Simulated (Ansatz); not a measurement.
# Relaxing W(110)/C(100) interface (96 atoms), part 2 of 2

Wanted: the relaxed structure of W(110)/C(100) interface (96 atoms) and its electronic structure.

Ansatz 0.2.0; Kohn-Sham DFT, LDA, PAW (set soft_2), plane waves.

The cell: 24 W and 72 C. The host structure and its lattice constant were typed by rule, without a check against the phase diagram. No spin–orbit coupling is included.

So far. Step 3 (Relaxation): The relaxation changed the energy by -185 meV/atom, and atoms moved by 0.32 Å r.m.s., 0.77 Å at most.

### 5. Single point at the relaxed geometry

One more single point at the end of the walk gives the fuller output and checks the residual forces.

Input file input.yaml:

```yaml
crystal:
  lattice:
    - [7.9761, 0.0, 0.0]
    - [-2.39279, 7.1784, 0.0]
    - [0.0, 0.0, 24.82973]
  atoms:
    - { symbol: W, position: [0.24973, 0.73137, 0.26417] }
    - { symbol: W, position: [0.37332, 0.60443, 0.34726] }
    - { symbol: W, position: [0.23797, 0.72895, 0.43399] }
    - { symbol: W, position: [0.62303, 0.85656, 0.26403] }
    [... 86 atom lines left out ...]
    - { symbol: C, position: [0.38341, 0.44273, 0.57454] }
    - { symbol: C, position: [0.5494, 0.49798, 0.60939] }
    - { symbol: C, position: [0.55201, 0.33448, 0.64767] }
    - { symbol: C, position: [0.37432, 0.61215, 0.67834] }
    - { symbol: C, position: [0.3794, 0.44929, 0.71861] }
    - { symbol: C, position: [0.54916, 0.57697, 0.74335] }
kpoints:
  mp_grid: { grid: [2, 2, 1] }
hamiltonian:
  xc: lda
scf:
  occupations: { method: gaussian, width: 0.025 }
output:
  forces: true
  populations: true
  dos:
    method: { smearing: { sigma: 0.15 } }
    de: 0.1
    projected:
      site_lists:
        C: [24, 25, 26, 27, 28, 29, 30, 31, 32, 33, 34, 35, 36, 37, 38, 39, 40, 41, 42, 43, 44, 45, 46, 47, 48, 49, 50, 51, 52, 53, 54, 55, 56, 57, 58, 59, 60, 61, 62, 63, 64, 65, 66, 67, 68, 69, 70, 71, 72, 73, 74, 75, 76, 77, 78, 79, 80, 81, 82, 83, 84, 85, 86, 87, 88, 89, 90, 91, 92, 93, 94, 95]
        W: [0, 1, 2, 3, 4, 5, 6, 7, 8, 9, 10, 11, 12, 13, 14, 15, 16, 17, 18, 19, 20, 21, 22, 23]
  eigenvalues: true
  write_density: true
  write_potential: true
  volumetric_format: npy
```

Launch:

```bash
$ ansatz run input.yaml --threads 4 --pin off --max-ram 8192MiB --backend cpu --events-out ev --progress --plain --runs-dir out
```

Numbers of over 12 decimals in the logs are rounded to 6 here.

The log of the run:

```text
[...]
Crystal: 96 atoms, lattice volume = 1421.642 Å³
Basis set: ecut = 420 eV, 27815 PW (Γ)
Bands: 408, of which v1, the nominal top of the filled ones, is band 312 counted from 1 (311 counted from 0)
Symmetry: 1 space group operations
[...]
k-points: 4
[...]
SCF iter   1: F=—  HF=-260558.564343 eV  |F-HF|=—  |Δ(HF+E_count)|=         —  Δρ=2.58e-2  dr2=1.06e2  ethr=1.77e-3  ⟨swp⟩=9.2  Hψ=8018  notcnv=0  defer=167
[...]
SCF iter  16: F=-260555.411287 eV  HF=-260555.411287 eV  |F-HF|=1.22e-8  |Δ(HF+E_count)|=   1.43e-9  Δρ=1.20e-6  dr2=2.91e-8  ethr=1.60e-11  ⟨swp⟩=11.5  Hψ=11319  notcnv=0
SCF 1 converged in 16 iterations: F = -260555.411287 eV  dr2 = 2.91e-8
[...]
WARN: The output density's exchange-correlation potential varies sharply where the density is thin. Do not read a vacuum level from v_tot or v_xc, or from such a field of the output density. On a cell that repeats whose density bears no net charge and no dipole along the vacuum's axis use v_es (v_loc + v_h of the components); [...]
SCF converged after 16 iterations
Free energy (F): -260555.411287 eV
[...]
Internal energy: -260555.404467 eV  (E = F + TS)
E sigma→0 (E₀):  -260555.407877 eV
Entropy (-TS):   -0.006821 eV (-0.071 meV/atom)
Fermi energy:    7.469149 eV
[...]
--- Forces (eV/Å), atoms counted from 1 ---
  atom   1  W     -0.00371039    -0.00068599     0.00084300
  atom   2  W      0.01766442     0.01911890     0.01607879
  atom   3  W      0.00492308     0.00874409    -0.01893650
  atom   4  W     -0.01864823    -0.00335426     0.01814124
  atom   5  W     -0.01525289    -0.02450910     0.00717362
  atom   6  W     -0.00189910    -0.00357975    -0.00722718
  atom   7  W      0.00368572    -0.01522926     0.00151274
  atom   8  W      0.01604504     0.01368935    -0.00146614
  atom   9  W     -0.00119492    -0.00081622     0.01084017
  atom  10  W      0.01136774     0.00115220     0.00525058
  atom  11  W      0.00224078     0.00849147     0.00472232
  atom  12  W      0.00323256    -0.00239770     0.00689055
  atom  13  W     -0.00392990     0.00946319     0.00977535
  atom  14  W      0.00535010     0.01617819    -0.00923490
[...]
atom  95  C     -0.00419278    -0.04334009     0.00431525
  atom  96  C     -0.00885611    -0.00869564    -0.00321462
  max |Σ_I F_I| component: 1.31e-3 eV/Å
--- Band table (eV) ---
[...]
--- Löwdin populations: 96 sites ---
  site symbol       q [e]
     0      W     13.9149
     1      W     13.8254
     2      W     13.6136
[...]
95      C      3.9636
  spilling = 0.006366 (of n_electrons = 624.000000)
```

It took 1.8 min on 4 threads of Intel Xeon Platinum 8488C (Sapphire Rapids), shared host; peak memory 5.7 GiB; 6.9 min of CPU time.

The program notes that the exchange-correlation potential is rough where the density is thin.

The run gave:

- free energy: -260555.4113 eV
- free energy per atom: -2714.1189 eV/atom
- SCF cycles: 16
- r.m.s. force component: 0.01118 eV/Å
- longest force: 0.05709 eV/Å
- Fermi energy: 7.469 eV
- levels partly filled by over 2 per cent: 2
- spilling of the projection: 0.006366

Löwdin charges by element (they lack the spilled electrons, 0.041 e an atom on average):

| element | coordination | atoms | mean charge (e) | spread | least | most |
| --- | --- | --- | --- | --- | --- | --- |
| C | all | 72 | -0.0159 | 0.105 | -0.302 | 0.0702 |
| W | all | 24 | 0.213 | 0.125 | 0.0758 | 0.411 |

By region:

| region | atoms | mean length of the force (eV/Å) |
| --- | --- | --- |
| W | 24 | 0.017 |
| C | 72 | 0.016 |

States in the cell by windows of 1 eV, zero at the Fermi level; the larger projections on atomic orbitals stand beside the total:

| from (eV) | to (eV) | total | W d | C p | W s | C s |
| --- | --- | --- | --- | --- | --- | --- |
| -14 | -13 | 10.4 | 0.1 | 5.8 | 0.1 | 4.4 |
| -13 | -12 | 13.2 | 0.1 | 8.5 | 0.1 | 4.4 |
| -12 | -11 | 17.3 | 0.2 | 11.1 | 0.2 | 5.6 |
| -11 | -10 | 9.3 | 0.2 | 6.4 | 0.1 | 2.6 |
| -10 | -9 | 19.3 | 0.3 | 14.9 | 0.3 | 3.6 |
| -9 | -8 | 22.1 | 0.5 | 17.5 | 1.1 | 2.8 |
| -8 | -7 | 22.7 | 1.0 | 17.2 | 2.4 | 1.9 |
| -7 | -6 | 32.8 | 3.4 | 24.6 | 2.6 | 2.0 |
| -6 | -5 | 43.2 | 11.3 | 25.7 | 4.1 | 1.6 |
| -5 | -4 | 40.4 | 16.9 | 19.5 | 2.6 | 0.9 |
| -4 | -3 | 41.2 | 23.0 | 16.0 | 1.0 | 0.6 |
| -3 | -2 | 38.2 | 25.7 | 10.0 | 1.1 | 0.5 |
| -2 | -1 | 31.1 | 19.5 | 7.6 | 2.4 | 0.6 |
| -1 | 0 | 28.1 | 15.8 | 8.2 | 1.7 | 1.3 |
| 0 | 1 | 29.6 | 18.9 | 7.6 | 1.0 | 0.7 |
| 1 | 2 | 31.4 | 21.8 | 6.3 | 0.9 | 1.0 |
| 2 | 3 | 34.6 | 29.1 | 2.9 | 1.1 | 0.5 |
| 3 | 4 | 27.5 | 20.3 | 2.7 | 2.0 | 1.1 |
| 4 | 5 | 24.1 | 11.0 | 5.7 | 1.5 | 2.6 |

Between -26 and -14 eV lie 64 more states.

The stored curve holds about 433 of the 624 electrons; the rest, give or take the few that broadening carries across the Fermi level, lie in deeper levels below its range.

The levels nearest the highest filled one (over half full), pooled over k-points and spins:

| level less the highest filled one (eV) | occupation |
| --- | --- |
| -0.101 | 2 |
| -0.0912 | 2 |
| -0.0908 | 2 |
| -0.062 | 2 |
| -0.0615 | 2 |
| 0 | 1.32 |
| 0.0154 | 0.647 |
| 0.0458 | 0.029 |
| 0.0571 | 0.005 |
| 0.0712 | 0 |
| 0.0924 | 0 |
| 0.119 | 0 |

Planar average of the electrostatic potential energy along the normal, with the Fermi level as zero, after a running mean with a triangular window 4 Å wide at its base:

| height (Å) | potential energy (eV) |
| --- | --- |
| 0.0 | 5.53 |
| 0.7 | 5.45 |
| 1.4 | 5.37 |
| 2.1 | 5.29 |
| 2.8 | 5.18 |
| 3.6 | 4.82 |
| 4.3 | 3.48 |
| 5.0 | -0.32 |
| 5.7 | -5.78 |
| 6.3 | -10.52 |
| 7.0 | -12.78 |
| 7.7 | -13.19 |
| 8.4 | -13.04 |
| 9.1 | -12.61 |
| 9.9 | -12.45 |
| 10.6 | -12.73 |
| 11.3 | -12.40 |
| 12.0 | -11.41 |
| 12.7 | -10.86 |
| 13.4 | -11.15 |
| 14.1 | -11.79 |
| 14.8 | -11.97 |
| 15.6 | -12.02 |
| 16.3 | -12.07 |
| 17.0 | -12.14 |
| 17.7 | -11.15 |
| 18.3 | -8.16 |
| 19.0 | -3.08 |
| 19.7 | 1.79 |
| 20.4 | 4.82 |
| 21.1 | 5.78 |
| 21.9 | 5.84 |
| 22.6 | 5.78 |
| 23.3 | 5.70 |
| 24.0 | 5.62 |
| 24.7 | 5.54 |

Electrostatic potential energy in the cb plane at fractional x = 0.238, with atoms of W and C within 0.2 Å of it. With pseudopotentials it is smooth inside the atoms' cores, unlike the true potential.

Ten even steps from '0' (-61 eV) to '9' (12 eV), each cell a mean:
```
99999999899987789998888645899988755799850169
99999999999876678998898301799998610489975589
99999987778876678887788412799998621589974479
99999863347888888752357867899986666899850059
99999740014899998620026899999851278999862269
99999730004899998620026899999840168999987789
99999852126898898741147888999874577899999999
99999986568888888876678634899998743689999999
99999998889987789998888401799999610389999999
99999998889988889998888624899998743689987789
99999987788998899986678888999975578899972159
99999986678999999874458999999850068999972038
99999986678887788875468999999861168999986479
99999988788863347887678867899986676789998899
99999999998730015898888513799998731389999999
99999999999730015899998301789999720279999999
99999999899842136898888645899987764689999999
99999988788876568987788888999862378899999999
99999987778998889987678999999840058999986689
99999988788998899987778888999862378999851169
```
Columns run along c (16.0 Å, from fractional 0.15 to 0.79 of the cell; values clipped at the 3rd and 97th percentile), rows up along b (7.6 Å). Atoms in or near the plane, at fractional coordinates: W at (0.26, 0.73), W at (0.43, 0.73), W at (0.35, 0.23), C at (0.50, 0.55), C at (0.61, 0.39), C at (0.65, 0.22), C at (0.75, 0.42), C at (0.50, 0.22), C at (0.61, 0.06), C at (0.64, 0.89), C at (0.74, 0.98), C at (0.50, 0.89), C at (0.61, 0.72), C at (0.64, 0.55) and more.

Valence density in the cb plane at fractional x = 0.238, with atoms of W and C within 0.2 Å of it. It is the smooth field of the valence electrons, not physical close to the nuclei.

Ten even steps from '0' (0.0 e/Å³) to '9' (5.0 e/Å³), each cell a mean:
```
00000000000001100000001122100001232100023310
00000000000011210000001233100000233210023310
00000001110011110001111232100001233210023310
00000014641000000136631111000012221100023310
00000049983100000279962000000123321000023210
00000049993100000279972000000123320000011100
00000026862000000148741111000012221000000000
00000002211000000012211222100001233210000000
00000000000001100000001233100000133310000000
00000000000000000000001222100001232210001110
00000001100000000001211111000012221000012321
00000001210000000013421000000123320000023321
00000001210001110013321000000123321000012110
00000000100025531001111111000011222100000000
00000000000159972000001232100000133210000000
00000000000159983000001233100000133310000000
00000000000137851000001122100001222100000000
00000000100012210001100010000012321000000000
00000001110000000001110000000123320000011100
00000000100000000001110000000012321000023310
```
Columns run along c (16.0 Å, from fractional 0.15 to 0.79 of the cell), rows up along b (7.6 Å). Atoms in or near the plane, at fractional coordinates: W at (0.26, 0.73), W at (0.43, 0.73), W at (0.35, 0.23), C at (0.50, 0.55), C at (0.61, 0.39), C at (0.65, 0.22), C at (0.75, 0.42), C at (0.50, 0.22), C at (0.61, 0.06), C at (0.64, 0.89), C at (0.74, 0.98), C at (0.50, 0.89), C at (0.61, 0.72), C at (0.64, 0.55) and more.

Mean Löwdin charges: C -0.02, W +0.21 e (they miss 0.64 % of the electrons, so they add up to more than the cell's charge). Charges this small depend on the projection, at times even in sign. Within 0.4 eV of the Fermi level the largest share is W d (58 % of the projected weight). The potential slopes across the vacuum by 0.11 eV/Å: the slab bears a dipole, and with periodic images along the normal there is no flat vacuum level to read.

A closer look about C81, whose charge lies farthest from its element's mean: 14 atoms, nearest first, numbered in the order of the input, with positions taken from that point.

| atom | x | y | z | distance (Å) | Löwdin charge (e) |
| --- | --- | --- | --- | --- | --- |
| C81 | 0.00 | 0.00 | 0.00 | 0.00 | -0.30 |
| C50 | 1.20 | 0.37 | 0.87 | 1.53 | 0.02 |
| C74 | -1.18 | -0.44 | 0.87 | 1.53 | 0.03 |
| W6 | 0.76 | -1.13 | -1.65 | 2.14 | 0.37 |
| W21 | -1.74 | 0.65 | -1.55 | 2.42 | 0.41 |
| C73 | -0.80 | 2.29 | 0.02 | 2.42 | -0.28 |
| C41 | -2.36 | -0.84 | 0.01 | 2.50 | -0.29 |
| C75 | -1.58 | 0.74 | 1.80 | 2.51 | 0.02 |
| C51 | 0.81 | 1.54 | 1.81 | 2.51 | 0.02 |
| C59 | 1.60 | -0.86 | 1.74 | 2.51 | 0.03 |
| C57 | 2.40 | 0.76 | 0.00 | 2.51 | -0.29 |
| W24 | 1.12 | 1.62 | -1.58 | 2.53 | 0.39 |
| C83 | -0.78 | -1.67 | 1.74 | 2.53 | 0.03 |
| C89 | 0.81 | -2.48 | 0.00 | 2.60 | -0.30 |

### 6. What came out

```json
{"energy change in the relaxation": "-184.9 meV/atom", "r.m.s. displacement": "0.322 Å", "largest displacement": "0.769 Å", "free energy per atom": "-2714.1189 eV/atom", "r.m.s. force component": "0.01118 eV/Å", "wall time of the 3 DFT runs": "14 min"}
```

What this shows: Relaxation lowers the energy by 185 meV/atom and moves atoms by 0.32 Å r.m.s.; the r.m.s. force component goes from 1.1 to 0.011 eV/Å. From the first step to the last the energy fell by 17.752 eV, and the largest move was 0.77 Å (C96). 2 levels are partly filled, by over 2 % (on the run's k-points): no clear gap opens at this level. Levels of broken or missing bonds inside a gap of the host would look the same.

**Limits.** The slab bears a dipole and has periodic images along its normal, so a spurious field crosses the vacuum.

[Logs are printed without paths, hosts, clocks, repeated set-up lines and the standing remarks that a program may print on its own settings, such as how far it seeks lower states.]

[Hosts, paths, dates, database ids (printed as entryN), source tags and the programs' standing remarks are cut or masked in the printed files.]
